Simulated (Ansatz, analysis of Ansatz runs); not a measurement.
# Interstitial H in bcc Mo, hop from a tetrahedral to the next tetrahedral site: migration barrier, PBE, part 2 of 2

Aim: the migration barrier of interstitial H in bcc Mo, hop from a tetrahedral to the next tetrahedral site, to be set beside the measurement. Set-up: PBE, 32-site cell, PBE lattice, 420 eV, k: 4x4x4 Gamma-centred. The model is a cell of 32 host atoms with 1 H put in. The barrier is the energy of the highest image of a climbing band over the relaxed site that the atom leaves. A local or semilocal functional is the cheapest first rung.

Ansatz 0.2.0; PBE, 32-site cell, PBE lattice, 420 eV, k: 4x4x4 Gamma-centred.

So far: The structure; Relaxation, charge 0.

## Step 3: Nudged elastic band

A band of images joins the two ends; its highest image climbs to the saddle, whose energy over the site left is the barrier.

This step: plane-wave PAW DFT, PBE; nudged elastic band between two relaxed defect structures at fixed charge.

neb/input.yaml reads:

```yaml
crystal:
  lattice:
    - [0.0, 6.32231142, 6.32231142]
    - [6.32231142, 0.0, 6.32231142]
    - [6.32231142, 6.32231142, 0.0]
  atoms:
    - { symbol: Mo, position: [0.000565783, -0.001644685, 0.001644685] }
    - { symbol: Mo, position: [0.123897443, 0.124706666, 0.126208894] }
    - { symbol: Mo, position: [0.250186997, 0.248897443, 0.249706666] }
    - { symbol: Mo, position: [0.376449233, 0.373550767, 0.366136935] }
    - { symbol: Mo, position: [-0.000293334, 0.001208894, 0.500186997] }
    - { symbol: Mo, position: [0.124092732, 0.125329435, 0.624287683] }
    - { symbol: Mo, position: [0.248550767, 0.241136935, 0.758863065] }
    - { symbol: Mo, position: [0.374394036, 0.375605964, 0.875834043] }
    - { symbol: Mo, position: [0.000329435, 0.499287683, 0.001290149] }
    - { symbol: Mo, position: [0.124002217, 0.625997783, 0.12366736] }
    - { symbol: Mo, position: [0.250605964, 0.750834043, 0.249165957] }
    - { symbol: Mo, position: [0.374287683, 0.876290149, 0.374092732] }
    - { symbol: Mo, position: [-0.000834043, 0.499394036, 0.500605964] }
    - { symbol: Mo, position: [0.116136935, 0.633863065, 0.626449233] }
    - { symbol: Mo, position: [0.250712317, 0.749670565, 0.750907268] }
    - { symbol: Mo, position: [0.374813003, 0.873791106, 0.875293334] }
    - { symbol: Mo, position: [0.500997783, -0.00133264, 0.00133264] }
    - { symbol: Mo, position: [0.624434217, 0.125565783, 0.123355315] }
    - { symbol: Mo, position: [0.751290149, 0.249092732, 0.250329435] }
    - { symbol: Mo, position: [0.876208894, 0.375186997, 0.373897443] }
    - { symbol: Mo, position: [0.500907268, -0.001290149, 0.500712317] }
    - { symbol: Mo, position: [0.625834043, 0.124165957, 0.624394036] }
    - { symbol: Mo, position: [0.75133264, 0.249002217, 0.750997783] }
    - { symbol: Mo, position: [0.873709851, 0.375712317, 0.874670565] }
    - { symbol: Mo, position: [0.501102557, 0.499813003, -0.001208894] }
    - { symbol: Mo, position: [0.624670565, 0.625907268, 0.123709851] }
    - { symbol: Mo, position: [0.751644685, 0.749434217, 0.250565783] }
    - { symbol: Mo, position: [0.87366736, 0.87633264, 0.374002217] }
    - { symbol: Mo, position: [0.508863065, 0.501449233, 0.498550767] }
    - { symbol: Mo, position: [0.625293334, 0.626102557, 0.624813003] }
    - { symbol: Mo, position: [0.748791106, 0.750293334, 0.751102557] }
    - { symbol: Mo, position: [0.873355315, 0.876644685, 0.874434217] }
    - { symbol: H, position: [0.3125, 0.4375, 0.5625] }
basis:
  ecutwfc: 420
  xc_grid: 2
hamiltonian:
  xc: pbe
kpoints:
  mp_grid: { grid: [4, 4, 4] }
scf:
  occupations: { method: methfessel_paxton, width: 0.1 }
  max_iter: 120
output:
  forces: true
neb:
  images: 3
  f_tol: 0.04
  climbing: true
  initial_path: idpp
  max_iterations: 45
  order_check: false
  final_atoms:
    - { symbol: Mo, position: [-0.000728163, -0.001297422, 0.001297422] }
    - { symbol: Mo, position: [0.125456566, 0.124741579, 0.126173855] }
[... 1 atom line left out ...]
    - { symbol: Mo, position: [0.384132617, 0.373585856, 0.366101916] }
[... 2 atom lines left out ...]
    - { symbol: Mo, position: [0.251718717, 0.241171957, 0.758828043] }
    - { symbol: Mo, position: [0.376176837, 0.375747311, 0.874635609] }
    - { symbol: Mo, position: [-0.00063773, 0.499322729, 0.001255183] }
[... 1 atom line left out ...]
    - { symbol: Mo, position: [0.249663811, 0.750869084, 0.249130916] }
[... 1 atom line left out ...]
    - { symbol: Mo, position: [-0.00859351, 0.501484184, 0.498515816] }
    - { symbol: Mo, position: [0.12382039, 0.633898084, 0.626414144] }
[... 6 atom lines left out ...]
    - { symbol: Mo, position: [0.499940183, -0.001255183, 0.500677271] }
    - { symbol: Mo, position: [0.626559757, 0.125364391, 0.624252689] }
[... 1 atom line left out ...]
    - { symbol: Mo, position: [0.87443549, 0.375640763, 0.875799043] }
[... 4 atom lines left out ...]
    - { symbol: Mo, position: [0.501103617, 0.499429278, 0.500570722] }
[... 3 atom lines left out ...]
    - { symbol: H, position: [0.187769553, 0.43753502, 0.56246498] }
```

On the command line:

```
$ ansatz run input.yaml --threads 4 --pin off --max-ram 14131MiB --backend cpu --events-out ev --progress --plain --runs-dir out
```

Numbers of over 12 decimals in the logs are rounded to 6 here.

Output:

```text
[...]
Warning: neb: disabling space-group detection — the band's intermediate images generally break the endpoint symmetry, so no spatial operation reduces the k-mesh or symmetrises the density, except that a semilocal band can use its path's symmetry ahead of [...]
[...]
NEB image 0
Crystal: 33 atoms, lattice volume = 505.426 Å³
Basis set: ecut = 420 eV, 9841 PW (Γ), exchange–correlation on 120×120×120 points (8 copies of the dense FFT grid, shifted against one another)
Bands: 270, of which v1, the nominal top of the filled ones, is band 225 counted from 1 (224 counted from 0)
Symmetry: 1 space group operations
k-points: 36 of 64 (time reversal used)
[...]
SCF iter   1: F=—  HF=-158607.887158 eV  |F-HF|=—  |Δ(HF+E_count)|=         —  Δρ=4.18e-3  dr2=2.61e-1  ethr=1.77e-3  ⟨swp⟩=4.4  Hψ=31759  notcnv=0
[...]
SCF iter   6: F=-158607.871458 eV  HF=-158607.871458 eV  |F-HF|=3.37e-8  |Δ(HF+E_count)|=   1.67e-7  S|Δr|=    0.00e0  Δρ=3.56e-6  dr2=7.33e-8  ethr=2.23e-11  ⟨swp⟩=4.0  Hψ=29666  notcnv=0
SCF 1 converged in 6 iterations: F = -158607.871458 eV  dr2 = 7.33e-8
[...]
NSCF: frozen V_eff on 36 k-points
NEB image 4
SCF iter   1: F=—  HF=-158607.887162 eV  |F-HF|=—  |Δ(HF+E_count)|=         —  Δρ=4.18e-3  dr2=2.61e-1  ethr=1.77e-3  ⟨swp⟩=4.3  Hψ=31718  notcnv=0
[...]
SCF iter   6: F=-158607.871458 eV  HF=-158607.871458 eV  |F-HF|=3.39e-8  |Δ(HF+E_count)|=   1.68e-7  S|Δr|=    0.00e0  Δρ=3.57e-6  dr2=7.35e-8  ethr=2.23e-11  ⟨swp⟩=4.0  Hψ=29662  notcnv=0
SCF 2 converged in 6 iterations: F = -158607.871458 eV  dr2 = 7.35e-8
[...]
NEB end point (image 0): max|allowed force component| = 1.436e-2 eV/Å (the criterion of neb.relax_end_points is 1.000e-2)
NEB end point (image 4): max|allowed force component| = 1.437e-2 eV/Å (the criterion of neb.relax_end_points is 1.000e-2)
NEB image 1
SCF iter   1: F=—  HF=-158607.742845 eV  |F-HF|=—  |Δ(HF+E_count)|=         —  Δρ=4.07e-3  dr2=2.26e-1  ethr=1.77e-3  ⟨swp⟩=4.4  Hψ=31636  notcnv=0
[...]
SCF iter   6: F=-158607.729542 eV  HF=-158607.729542 eV  |F-HF|=4.43e-8  |Δ(HF+E_count)|=   1.65e-7  S|Δr|=    0.00e0  Δρ=3.31e-6  dr2=7.83e-8  ethr=2.23e-11  ⟨swp⟩=4.0  Hψ=29655  notcnv=0
SCF 3 converged in 6 iterations: F = -158607.729542 eV  dr2 = 7.83e-8
NEB image 2
SCF iter   1: F=—  HF=-158607.620475 eV  |F-HF|=—  |Δ(HF+E_count)|=         —  Δρ=4.01e-3  dr2=2.04e-1  ethr=1.77e-3  ⟨swp⟩=4.4  Hψ=31685  notcnv=0
[...]
SCF iter   6: F=-158607.608381 eV  HF=-158607.608381 eV  |F-HF|=4.37e-8  |Δ(HF+E_count)|=   1.44e-7  S|Δr|=    0.00e0  Δρ=3.11e-6  dr2=7.30e-8  ethr=2.23e-11  ⟨swp⟩=4.0  Hψ=29639  notcnv=0
SCF 4 converged in 6 iterations: F = -158607.608381 eV  dr2 = 7.30e-8
NEB image 3
SCF iter   1: F=—  HF=-158607.742853 eV  |F-HF|=—  |Δ(HF+E_count)|=         —  Δρ=4.07e-3  dr2=2.26e-1  ethr=1.77e-3  ⟨swp⟩=4.4  Hψ=31598  notcnv=0
[...]
SCF iter   6: F=-158607.729542 eV  HF=-158607.729542 eV  |F-HF|=4.44e-8  |Δ(HF+E_count)|=   1.65e-7  S|Δr|=    0.00e0  Δρ=3.31e-6  dr2=7.84e-8  ethr=2.23e-11  ⟨swp⟩=4.0  Hψ=29653  notcnv=0
SCF 5 converged in 6 iterations: F = -158607.729542 eV  dr2 = 7.84e-8
NEB iter   1: max|band force component| = 6.616e-1 eV/Å  barrier→ = 0.2631 eV  barrier← = 0.2631 eV  Δτ_max = 0.1211 Å  (30 SCF iters)
NEB image 1
[...]
iter 1 solved again at ethr=5.86e-5 eV; its pass at ethr=3.10e-3 eV (dr2=2.63e-1 eV) is discarded
[...]
SCF iter   6: F=-158607.704473 eV  HF=-158607.704473 eV  |F-HF|=5.03e-8  |Δ(HF+E_count)|=   3.34e-7  S|Δr|=    0.00e0  Δρ=3.39e-6  dr2=8.31e-8  ethr=2.23e-11  ⟨swp⟩=4.4  Hψ=30003  notcnv=0
SCF 6 converged in 6 iterations: F = -158607.704473 eV  dr2 = 8.31e-8
NEB image 2
[...]
SCF iter   7: F=-158607.555573 eV  HF=-158607.555573 eV  |F-HF|=2.10e-9  |Δ(HF+E_count)|=   3.99e-9  S|Δr|=    0.00e0  Δρ=8.05e-7  dr2=3.90e-9  ethr=2.23e-11  ⟨swp⟩=3.8  Hψ=27590  notcnv=0
SCF 7 converged in 7 iterations: F = -158607.555573 eV  dr2 = 3.90e-9
NEB image 3
[...]
SCF iter   6: F=-158607.704474 eV  HF=-158607.704474 eV  |F-HF|=5.02e-8  |Δ(HF+E_count)|=   3.33e-7  S|Δr|=    0.00e0  Δρ=3.39e-6  dr2=8.30e-8  ethr=2.23e-11  ⟨swp⟩=4.4  Hψ=30033  notcnv=0
SCF 8 converged in 6 iterations: F = -158607.704474 eV  dr2 = 8.30e-8
NEB iter   2: max|band force component| = 9.664e-1 eV/Å  barrier→ = 0.3159 eV  barrier← = 0.3159 eV  Δτ_max = 0.0607 Å  (19 SCF iters)
NEB image 1
[...]
SCF iter   6: F=-158607.787217 eV  HF=-158607.787217 eV  |F-HF|=2.19e-8  |Δ(HF+E_count)|=   1.93e-7  S|Δr|=    0.00e0  Δρ=2.30e-6  dr2=3.71e-8  ethr=2.23e-11  ⟨swp⟩=4.2  Hψ=29702  notcnv=0
SCF 9 converged in 6 iterations: F = -158607.787217 eV  dr2 = 3.71e-8
NEB image 2
[...]
SCF iter   6: F=-158607.697507 eV  HF=-158607.697507 eV  |F-HF|=3.43e-8  |Δ(HF+E_count)|=   3.10e-7  S|Δr|=    0.00e0  Δρ=2.81e-6  dr2=5.68e-8  ethr=2.23e-11  ⟨swp⟩=4.2  Hψ=29818  notcnv=0
SCF 10 converged in 6 iterations: F = -158607.697507 eV  dr2 = 5.68e-8
NEB image 3
[...]
SCF iter   6: F=-158607.787217 eV  HF=-158607.787217 eV  |F-HF|=2.20e-8  |Δ(HF+E_count)|=   1.93e-7  S|Δr|=    0.00e0  Δρ=2.30e-6  dr2=3.71e-8  ethr=2.23e-11  ⟨swp⟩=4.2  Hψ=29707  notcnv=0
SCF 11 converged in 6 iterations: F = -158607.787217 eV  dr2 = 3.71e-8
NEB iter   3: max|band force component| = 1.076e-1 eV/Å  barrier→ = 0.1740 eV  barrier← = 0.1740 eV  CI = image 2  Δτ_max = 0.0281 Å  (18 SCF iters)
[...]
NEB iter   4: max|band force component| = 6.272e-2 eV/Å  barrier→ = 0.1666 eV  barrier← = 0.1666 eV  CI = image 2  Δτ_max = 0.0353 Å  (15 SCF iters)
NEB image 1
[...]
SCF iter   5: F=-158607.790123 eV  HF=-158607.790123 eV  |F-HF|=7.83e-9  |Δ(HF+E_count)|=   2.23e-8  S|Δr|=    0.00e0  Δρ=1.37e-6  dr2=1.27e-8  ethr=2.23e-11  ⟨swp⟩=4.1  Hψ=29055  notcnv=0
SCF 15 converged in 5 iterations: F = -158607.790123 eV  dr2 = 1.27e-8
NEB image 2
[...]
SCF iter   5: F=-158607.707446 eV  HF=-158607.707446 eV  |F-HF|=1.72e-8  |Δ(HF+E_count)|=   4.09e-8  S|Δr|=    0.00e0  Δρ=1.99e-6  dr2=2.74e-8  ethr=2.23e-11  ⟨swp⟩=4.2  Hψ=29655  notcnv=0
SCF 16 converged in 5 iterations: F = -158607.707446 eV  dr2 = 2.74e-8
NEB image 3
[...]
SCF iter   5: F=-158607.790123 eV  HF=-158607.790123 eV  |F-HF|=7.74e-9  |Δ(HF+E_count)|=   2.24e-8  S|Δr|=    0.00e0  Δρ=1.37e-6  dr2=1.27e-8  ethr=2.23e-11  ⟨swp⟩=4.1  Hψ=29026  notcnv=0
SCF 17 converged in 5 iterations: F = -158607.790123 eV  dr2 = 1.27e-8
NEB image 1
[...]
NEB image 3
[...]
NEB image 2
[...]
the search or the solves at the SCF's close seem to have found levels that the self-consistency loop had missed (the run counts 2). By its estimate they hold under 1e-12 electrons; where the run keeps them, the occupations were computed again with them
NEB iter   5: max|band force component| = 3.750e-2 eV/Å  barrier→ = 0.1640 eV  barrier← = 0.1640 eV  CI = image 2  Δτ_max = 0.0000 Å  (15 SCF iters)
SCF converged after 5 iterations
[...]
Free energy (F): -158607.707446 eV
[...]
Internal energy: -158607.710265 eV  (E = F + TS)
E sigma→0 (E₀):  -158607.708151 eV
Entropy (-TS):   0.002819 eV (0.085 meV/atom)
Fermi energy:    20.918003 eV
[...]
--- Forces (eV/Å), atoms counted from 1 ---
  atom   1  Mo     0.00034189     0.00731678    -0.01965825
  atom   2  Mo    -0.00054125    -0.00686880     0.00686969
  [... 1 atom left out ...]
  atom   4  Mo     0.02534798    -0.01187990     0.01187987
  [... 2 atoms left out ...]
  atom   7  Mo    -0.00087207     0.00747315    -0.00747328
  atom   8  Mo     0.00408345    -0.00962946     0.01036692
  [... 2 atoms left out ...]
  atom  11  Mo    -0.00020153     0.01284787    -0.01284889
  [... 1 atom left out ...]
  atom  13  Mo    -0.00000680     0.01715009    -0.00597911
  atom  14  Mo    -0.02040067    -0.01311528     0.01311567
  [... 7 atoms left out ...]
  atom  22  Mo    -0.00392014    -0.00947458     0.01039964
  [... 1 atom left out ...]
  atom  24  Mo     0.00408395    -0.01036659     0.00963010
  [... 4 atoms left out ...]
  atom  29  Mo    -0.00000651     0.00597908    -0.01715077
  [... 3 atoms left out ...]
  atom  33  H     -0.00448085    -0.01229651     0.01229680
  max |Σ_I F_I| component: 2.76e-5 eV/Å
--- Band table (eV; the first three rows and the last of 36) ---
[...]
[... further k-points left out ...]
this run last wrote the band of iteration 5 to <dir>
--- NEB band (5 images, 5 band iterations, 97 SCF iterations) ---
  forward barrier  = 0.164012 eV
  backward barrier = 0.164011 eV
  lagrangian_above_aufbau_ev (what the smearing adds, to first order; not taken off the barriers): saddle image -0.000989 eV, end points +0.000871 and +0.000871 eV
  climbing image's point = of an order that was not read
  energies are F+E_penalty+E_count in eV, relative to image 0
  image     s (Å)  Δ vs image 0  max|band force component| (eV/Å)
      0    0.0000      0.000000                                 —
      1    0.2879      0.081335                          3.750e-2
  *   2    0.5758      0.164012                          2.535e-2
      3    0.8637      0.081335                          3.750e-2
      4    1.1516      0.000000                                 —
  climbing-image geometry (image 2):
  cell:  # Å, volume = 505.4261 Å³
    - [0.0, 6.32231142, 6.32231142]
    - [6.32231142, 0.0, 6.32231142]
    - [6.32231142, 6.32231142, 0.0]
  atoms:
    - { symbol: Mo, position: [-2.6783219833407504e-5, -0.001897, 0.001896] }
    - { symbol: Mo, position: [0.124354, 0.124873, 0.126689] }
    - { symbol: Mo, position: [0.250039, 0.248247, 0.249935] }
    - { symbol: Mo, position: [0.384553, 0.370149, 0.361014] }
    - { symbol: Mo, position: [-0.001321, 0.002480, 0.500431] }
    - { symbol: Mo, position: [0.125306, 0.125388, 0.623986] }
    - { symbol: Mo, position: [0.250127, 0.239843, 0.760172] }
    - { symbol: Mo, position: [0.374970, 0.376010, 0.874609] }
    - { symbol: Mo, position: [-0.000707, 0.499144, 0.002539] }
    - { symbol: Mo, position: [0.125082, 0.625859, 0.124185] }
    - { symbol: Mo, position: [0.250133, 0.750477, 0.249527] }
    - { symbol: Mo, position: [0.375197, 0.875813, 0.374132] }
    - { symbol: Mo, position: [-0.000424, 0.498819, 0.501183] }
    - { symbol: Mo, position: [0.115727, 0.638968, 0.629847] }
    - { symbol: Mo, position: [0.250219, 0.750070, 0.751755] }
    - { symbol: Mo, position: [0.375919, 0.873315, 0.875117] }
    - { symbol: Mo, position: [0.500298, -0.001897, 0.001896] }
    - { symbol: Mo, position: [0.626568, 0.124913, 0.122220] }
    - { symbol: Mo, position: [0.752048, 0.248247, 0.249935] }
    - { symbol: Mo, position: [0.875045, 0.375706, 0.374473] }
    - { symbol: Mo, position: [0.500974, -0.002538, 0.500860] }
    - { symbol: Mo, position: [0.625590, 0.125388, 0.623986] }
    - { symbol: Mo, position: [0.750135, 0.249274, 0.750725] }
    - { symbol: Mo, position: [0.874682, 0.376010, 0.874609] }
    - { symbol: Mo, position: [0.501588, 0.499586, -0.002493] }
    - { symbol: Mo, position: [0.625144, 0.625859, 0.124185] }
    - { symbol: Mo, position: [0.750137, 0.747862, 0.252134] }
    - { symbol: Mo, position: [0.875127, 0.875813, 0.374132] }
    - { symbol: Mo, position: [0.500692, 0.498819, 0.501183] }
    - { symbol: Mo, position: [0.625229, 0.625525, 0.624287] }
    - { symbol: Mo, position: [0.748225, 0.750070, 0.751755] }
    - { symbol: Mo, position: [0.873704, 0.877774, 0.875088] }
    - { symbol: H, position: [0.250116, 0.444109, 0.555929] }
```

Wall time 52 min (4 threads of Arm Neoverse V1, shared host); peak memory 11 GiB.

The path, image by image:

| image | path (Å) | energy (eV) | H33: x, y, z (Å) |
| --- | --- | --- | --- |
| 0 | 0.000 | 0.0000 | 6.322, 5.532, 4.742 |
| 1 | 0.288 | 0.0813 | 6.323, 5.305, 4.588 |
| 2 | 0.576 | 0.1640 | 6.323, 5.096, 4.389 |
| 3 | 0.864 | 0.0813 | 6.323, 4.897, 4.180 |
| 4 | 1.152 | 0.0000 | 6.322, 4.743, 3.953 |

This step gave:

* free energy: -158607.7074 eV
* smearing term TS: -0.002819 eV
* barrier forward: 0.1640 eV
* barrier backward: 0.1640 eV

## Step 4: Results

- migration barrier (saddle less minimum): 0.16 eV
- energy difference of the two ends: 0.00 eV
- length of the hop: 1.12 Å
- time of the whole chain: 65 min on 4 threads

Migration barrier: computed 0.16 eV, measured 0.185 eV and 0.17 eV; 0.01 eV below the nearest measurement. The measured number is an Arrhenius activation energy of long-range diffusion; for H it holds zero-point energy and, in bcc metals near room temperature, tunnelling. One hop between neighbouring sites is computed at the host's lattice. Limits: the periodic copies of the defect are only 8.9 Å apart.

[Logs are printed without paths, hosts, clocks, repeated set-up lines and the standing remarks that a program may print on its own settings, such as how far it seeks lower states.]

[Hosts, paths, dates, database ids (printed as entryN), source tags and the programs' standing remarks are cut or masked in the printed files.]

[For some hosts the program warned that the k-mesh of the response run may be too coarse for force constants and the static dielectric constant; such warnings are not shown here.]
